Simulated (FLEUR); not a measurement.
# NaCeS2: parallel and opposed starts, part 2 of 3

A self-consistent run ends on one state, which hangs on the start. Several orders of NaCeS2 are started in FLEUR and their energies compared.

FLEUR MaX-R8.1; LDA (Moruzzi-Janak-Williams) with U = 4.3 eV, J = 0.7 eV on Ce f; all-electron FLAPW, Dirac cores, scalar-relativistic bands. The settings are cheaper than careful work needs.

So far. Step 4 (Order 3, typed as antiferro q=(1/2,1/2,0) +-): It lies 1.11 meV a seeded atom over the first start, and its largest moment is 0.985 μB against 0.982 μB. Step 5 (Start 4: antiferro q=(1/2,1/2,1/2) +-): It lies 0.710 meV a seeded atom over the first start, and its largest moment is 0.989 μB against 0.982 μB.

## (6) Order 5, typed as no spin polarisation

A spinless run shows what the cell costs with no moments; under a U that can hold a penalty on part-filled orbitals beside the lost exchange.

The k list default-1 (kpts.xml, not shown) is a Γ-centred 4×4×4 mesh.

inp.xml reads:

```
<?xml version="1.0" encoding="UTF-8" standalone="no"?>
<fleurInput fleurInputVersion="0.39">
   <comment>
      NaCeS2
   </comment>
   <calculationSetup>
      <cutoffs Kmax="3.6" Gmax="9.0" GmaxXC="9.0" numbands="0"/>
      <scfLoop itmax="130" minDistance="0.0001" maxIterBroyd="15" imix="Anderson" alpha="0.05" precondParam="0.0" spinf="2.0" sdNocoIR="T"/>
      <coreElectrons ctail="T" frcor="F" kcrel="0" coretail_lmax="0"/>
      <xcFunctional name="mjw" relativisticCorrections="F"/>
      <magnetism jspins="1"/>
      <soc l_soc="F" theta="0.0" phi="0.0" spav="F"/>
      <expertModes spex="0" secvar="F"/>
      <geometryOptimization l_f="F" forcealpha="1.0" forcemix="BFGS" epsdisp="0.00001" epsforce="0.00001"/>
      <ldaU l_linMix="F" mixParam="0.05" spinf="1.0"/>
   </calculationSetup>
   <cell>
      <bzIntegration valenceElectrons="33.0" mode="hist" fermiSmearingEnergy="0.00183747">
         <kPointListSelection listName="default-1"/>
         <xi:include xmlns:xi="http://www.w3.org/2001/XInclude" href="kpts.xml"> </xi:include>
      </bzIntegration>
      <xi:include xmlns:xi="http://www.w3.org/2001/XInclude" href="sym.xml"> </xi:include>
      <bulkLattice scale="1.0">
         <bravaisMatrix>
            <row-1>    7.7201548286121175     0.0000000000000000     0.0000000000000000</row-1>
            <row-2>    0.0000000000000000     7.7201548286121175     0.0000000000000000</row-2>
            <row-3>    0.0000000000000000     0.0000000000000000    10.5759580809868758</row-3>
         </bravaisMatrix>
      </bulkLattice>
   </cell>
   <atomSpecies>
      <species name="Sodium (Na)" element="Na" atomicNumber="11">
         <mtSphere radius="2.58" gridPoints="853" logIncrement="0.013"/>
         <atomicCutoffs lmax="10" lnonsphr="8"/>
         <electronConfig flipSpins="F">
            <coreConfig>(1s1/2)</coreConfig>
            <valenceConfig>(2s1/2) (2p1/2) (2p3/2) (3s1/2)</valenceConfig>
            <stateOccupation state="(3s1/2)" spinUp="0.500000" spinDown="0.500000"/>
         </electronConfig>
         <energyParameters s="3" p="3" d="3" f="4"/>
         <lo type="SCLO" l="0" n="2" eDeriv="0"/>
         <lo type="SCLO" l="1" n="2" eDeriv="0"/>
      </species>
      <species name="Cerium (Ce)" element="Ce" atomicNumber="58">
         <mtSphere radius="2.58" gridPoints="853" logIncrement="0.015"/>
         <atomicCutoffs lmax="10" lnonsphr="8"/>
         <electronConfig flipSpins="F">
            <coreConfig>(1s1/2) (2s1/2) (2p1/2) (2p3/2) (3s1/2) (3p1/2) (3p3/2) (4s1/2) (3d3/2) (3d5/2) (4p1/2) (4p3/2) (4d3/2) (4d5/2)</coreConfig>
            <valenceConfig>(5s1/2) (5p1/2) (5p3/2) (6s1/2) (5d3/2) (5d5/2) (4f5/2) (4f7/2)</valenceConfig>
            <stateOccupation state="(5d3/2)" spinUp="0.200000" spinDown="0.200000"/>
            <stateOccupation state="(5d5/2)" spinUp="0.300000" spinDown="0.300000"/>
            <stateOccupation state="(4f5/2)" spinUp="0.214286" spinDown="0.214286"/>
            <stateOccupation state="(4f7/2)" spinUp="0.285714" spinDown="0.285714"/>
         </electronConfig>
         <energyParameters s="6" p="6" d="5" f="4"/>
         <ldaU l="3" U="4.3" J="0.7" l_amf="F"/>
         <lo type="SCLO" l="0" n="5" eDeriv="0"/>
         <lo type="SCLO" l="1" n="5" eDeriv="0"/>
      </species>
      <species name="Sulfur (S)" element="S" atomicNumber="16">
         <mtSphere radius="2.58" gridPoints="853" logIncrement="0.014"/>
         <atomicCutoffs lmax="10" lnonsphr="8"/>
         <electronConfig flipSpins="F">
            <coreConfig>(1s1/2) (2s1/2) (2p1/2) (2p3/2)</coreConfig>
            <valenceConfig>(3s1/2) (3p1/2) (3p3/2)</valenceConfig>
            <stateOccupation state="(3p1/2)" spinUp="0.666667" spinDown="0.666667"/>
            <stateOccupation state="(3p3/2)" spinUp="1.333333" spinDown="1.333333"/>
         </electronConfig>
         <energyParameters s="3" p="3" d="3" f="4"/>
      </species>
   </atomSpecies>
   <atomGroups>
      <atomGroup species="Sodium (Na)">
         <relPos label="                   1">.0000000000 .0000000000 .0000000000</relPos>
         <force calculate="T" relaxXYZ="TTT"/>
      </atomGroup>
      <atomGroup species="Cerium (Ce)">
         <relPos label="                   2">1.000/2.000 1.000/2.000 1.000/2.000</relPos>
         <force calculate="T" relaxXYZ="TTT"/>
      </atomGroup>
      <atomGroup species="Sulfur (S)">
         <relPos label="                   3">.0000000000 .0000000000 1.000/2.000</relPos>
         <force calculate="T" relaxXYZ="TTT"/>
      </atomGroup>
      <atomGroup species="Sulfur (S)">
         <relPos label="                   4">1.000/2.000 1.000/2.000 .0000000000</relPos>
         <force calculate="T" relaxXYZ="TTT"/>
      </atomGroup>
   </atomGroups>
   <output dos="F" band="F" slice="F">
      <bandDOS minEnergy="-.5*Htr" maxEnergy="0.5*Htr" sigma="0.015" storeEVData="T"/>
      <plotting iplot="0" polar="F">
         <plot TwoD="T" vec1="  1.0  0.0  0.0" vec2="  0.0  1.0  0.0" vec3="  0.0  0.0  1.0" zero="  0.0  0.0  0.0" file="plot"/>
      </plotting>
      <moessbauerParams electricFieldGradient="F" isomerShift="F" coreHyperfine="F" valenceHyperfine="F"/>
   </output>
</fleurInput>
```

crystal.txt reads:

```
NaCeS2
&input film=F cartesian=F /
4.08533000000  0.00000000000  0.00000000000
0.00000000000  4.08533000000  0.00000000000
0.00000000000  0.00000000000  5.59655600000
1.8897261246
1.0 1.0 1.0

4
11 0.00000000000  0.00000000000  0.00000000000
58 0.50000000000  0.50000000000  0.50000000000
16 0.00000000000  0.00000000000  0.50000000000
16 0.50000000000  0.50000000000  0.00000000000

&kpt div1=4 div2=4 div3=4 gamma=T /
```

Run with:

```sh
OMP_NUM_THREADS=1 inpgen -f crystal.txt > inpgen.log  # inp.xml is then edited as shown
OMP_NUM_THREADS=1 mpirun -n 4 fleur_MPI > fleur.log
```

Wall time 45 s (4 MPI ranks of AMD EPYC 7R43, shared host); peak memory 0.29 GiB.

Numbers from this step:

```
free energy                                                       : -267120.8520 eV
program's band gap on this mesh (in a metal only a level spacing) : 0.006650 eV
final state                                                       : non-magnetic (no spin polarisation)
```

It lies 849 meV a seeded atom over the first start.

## (7) Another try

An input with a fault is tried, to see how the program answers.

inp.xml reads:

```
<?xml version="1.0" encoding="UTF-8" standalone="no"?>
<fleurInput fleurInputVersion="0.39">
   <comment>
      NaCeS2
   </comment>
   <calculationSetup>
      <cutoffs Kmax="3.6" Gmax="9.0" GmaxXC="9.0" numbands="0"/>
      <scfLoop itmax="100" minDistance="0.0001" maxIterBroyd="15" imix="straight" alpha="0.9" precondParam="0.0" spinf="2.0" sdNocoIR="T"/>
      <coreElectrons ctail="T" frcor="F" kcrel="0" coretail_lmax="0"/>
      <xcFunctional name="mjw" relativisticCorrections="F"/>
      <magnetism jspins="2"/>
      <soc l_soc="F" theta="0.0" phi="0.0" spav="F"/>
      <expertModes spex="0" secvar="F"/>
      <geometryOptimization l_f="F" forcealpha="1.0" forcemix="BFGS" epsdisp="0.00001" epsforce="0.00001"/>
      <ldaU l_linMix="F" mixParam="0.05" spinf="1.0"/>
   </calculationSetup>
   <cell>
      <bzIntegration valenceElectrons="33.0" mode="hist" fermiSmearingEnergy="0.00183747">
         <kPointListSelection listName="default-1"/>
         <xi:include xmlns:xi="http://www.w3.org/2001/XInclude" href="kpts.xml"> </xi:include>
      </bzIntegration>
      <xi:include xmlns:xi="http://www.w3.org/2001/XInclude" href="sym.xml"> </xi:include>
      <bulkLattice scale="1.0">
         <bravaisMatrix>
            <row-1>    7.7201548286121175     0.0000000000000000     0.0000000000000000</row-1>
            <row-2>    0.0000000000000000     7.7201548286121175     0.0000000000000000</row-2>
            <row-3>    0.0000000000000000     0.0000000000000000    10.5759580809868758</row-3>
         </bravaisMatrix>
      </bulkLattice>
   </cell>
   <atomSpecies>
      <species name="Sodium (Na)" element="Na" atomicNumber="11">
         <mtSphere radius="2.58" gridPoints="853" logIncrement="0.013"/>
         <atomicCutoffs lmax="10" lnonsphr="8"/>
         <electronConfig flipSpins="F">
            <coreConfig>(1s1/2)</coreConfig>
            <valenceConfig>(2s1/2) (2p1/2) (2p3/2) (3s1/2)</valenceConfig>
            <stateOccupation state="(3s1/2)" spinUp="0.500000" spinDown="0.500000"/>
         </electronConfig>
         <energyParameters s="3" p="3" d="3" f="4"/>
         <lo type="SCLO" l="0" n="2" eDeriv="0"/>
         <lo type="SCLO" l="1" n="2" eDeriv="0"/>
      </species>
      <species name="Cerium (Ce1.000" element="Ce" atomicNumber="58">
         <mtSphere radius="2.58" gridPoints="853" logIncrement="0.015"/>
         <atomicCutoffs lmax="10" lnonsphr="8"/>
         <electronConfig flipSpins="F">
            <coreConfig>(1s1/2) (2s1/2) (2p1/2) (2p3/2) (3s1/2) (3p1/2) (3p3/2) (4s1/2) (3d3/2) (3d5/2) (4p1/2) (4p3/2) (4d3/2) (4d5/2)</coreConfig>
            <valenceConfig>(5s1/2) (5p1/2) (5p3/2) (6s1/2) (5d3/2) (5d5/2) (4f5/2) (4f7/2)</valenceConfig>
            <stateOccupation state="(5d3/2)" spinUp="0.2" spinDown="0.2"/>
            <stateOccupation state="(5d5/2)" spinUp="0.3" spinDown="0.3"/>
            <stateOccupation state="(4f5/2)" spinUp="0.4285714285714" spinDown="0.0"/>
            <stateOccupation state="(4f7/2)" spinUp="0.5714285714286" spinDown="0.0"/>
         </electronConfig>
         <energyParameters s="6" p="6" d="5" f="4"/>
         <ldaU l="3" U="4.3" J="0.7" l_amf="F"/>
         <lo type="SCLO" l="0" n="5" eDeriv="0"/>
         <lo type="SCLO" l="1" n="5" eDeriv="0"/>
      </species>
      <species name="Sulfur (S)" element="S" atomicNumber="16">
         <mtSphere radius="2.58" gridPoints="853" logIncrement="0.014"/>
         <atomicCutoffs lmax="10" lnonsphr="8"/>
         <electronConfig flipSpins="F">
            <coreConfig>(1s1/2) (2s1/2) (2p1/2) (2p3/2)</coreConfig>
            <valenceConfig>(3s1/2) (3p1/2) (3p3/2)</valenceConfig>
            <stateOccupation state="(3p1/2)" spinUp="0.666667" spinDown="0.666667"/>
            <stateOccupation state="(3p3/2)" spinUp="1.333333" spinDown="1.333333"/>
         </electronConfig>
         <energyParameters s="3" p="3" d="3" f="4"/>
      </species>
   </atomSpecies>
   <atomGroups>
      <atomGroup species="Sodium (Na)">
         <relPos label="                   1">.0000000000 .0000000000 .0000000000</relPos>
         <force calculate="T" relaxXYZ="TTT"/>
      </atomGroup>
      <atomGroup species="Cerium (Ce1.000">
         <relPos label="                   2">1.000/2.000 1.000/2.000 1.000/2.000</relPos>
         <force calculate="T" relaxXYZ="TTT"/>
      </atomGroup>
      <atomGroup species="Sulfur (S)">
         <relPos label="                   3">.0000000000 .0000000000 1.000/2.000</relPos>
         <force calculate="T" relaxXYZ="TTT"/>
      </atomGroup>
      <atomGroup species="Sulfur (S)">
         <relPos label="                   4">1.000/2.000 1.000/2.000 .0000000000</relPos>
         <force calculate="T" relaxXYZ="TTT"/>
      </atomGroup>
   </atomGroups>
   <output dos="F" band="F" slice="F">
      <bandDOS minEnergy="-.5*Htr" maxEnergy="0.5*Htr" sigma="0.015" storeEVData="T"/>
      <plotting iplot="0" polar="F">
         <plot TwoD="T" vec1="  1.0  0.0  0.0" vec2="  0.0  1.0  0.0" vec3="  0.0  0.0  1.0" zero="  0.0  0.0  0.0" file="plot"/>
      </plotting>
      <moessbauerParams electricFieldGradient="F" isomerShift="F" coreHyperfine="F" valenceHyperfine="F"/>
   </output>
</fleurInput>
```

crystal.txt reads:

```
NaCeS2
&input film=F cartesian=F /
4.08533000000  0.00000000000  0.00000000000
0.00000000000  4.08533000000  0.00000000000
0.00000000000  0.00000000000  5.59655600000
1.8897261246
1.0 1.0 1.0

4
11 0.00000000000  0.00000000000  0.00000000000
58 0.50000000000  0.50000000000  0.50000000000 : 1.000
16 0.00000000000  0.00000000000  0.50000000000
16 0.50000000000  0.50000000000  0.00000000000

&kpt div1=4 div2=4 div3=4 gamma=T /
```

Run time: 9.8 s. Hardware: 4 MPI ranks; peak memory 0.24 GiB.

The run ended with an error.

The program's message: “differ 2: problems with solving dirac equation”

The fault in the input: linear mixing far too strong.

Taking so much of each new density makes the cycles overshoot; a small alpha with Anderson mixing is the cure.

## (8) The states side by side

Free energies are divided by the number of seeded atoms, so that cells of unlike size compare. Wavevectors q in the names are fractions of the primitive cell's reciprocal vectors.

Orders:

```
                       start        final state  typed order kept  energy over the lowest (meV a seeded atom)  largest sphere moment (μB)  net moment (μB a primitive cell)  mesh matched  CPU time (s)
                     ferro +      ferromagnetic               yes                                           0                      0.9815                            0.9932           yes         147.4
    antiferro q=(0,1/2,0) +-  antiferromagnetic               yes                                      0.9027                      0.9859                                 0           yes         655.5
  antiferro q=(1/2,1/2,0) +-  antiferromagnetic               yes                                       1.106                      0.9849                                 0           yes         605.7
antiferro q=(1/2,1/2,1/2) +-  antiferromagnetic               yes                                      0.7102                      0.9889                                 0           yes         574.2
        no spin polarisation       non-magnetic                 -                                       848.5                           0                                 0           yes         179.6
```

(Part 2 of 3 ends here.)

[Logs and program files are shortened in this print: banners, set-up blocks, solver, clock and traceback lines can be left out without a mark of their own.]

[Logs are printed without paths, hosts, clocks, repeated set-up lines and the standing remarks that a program may print on its own settings, such as how far it seeks lower states.]

[Hosts, paths, dates, database ids (printed as entryN), source tags and the programs' standing remarks are cut or masked in the printed files.]

[Where a cell is said to come from a database of computed structures, the database is the Materials Project.]
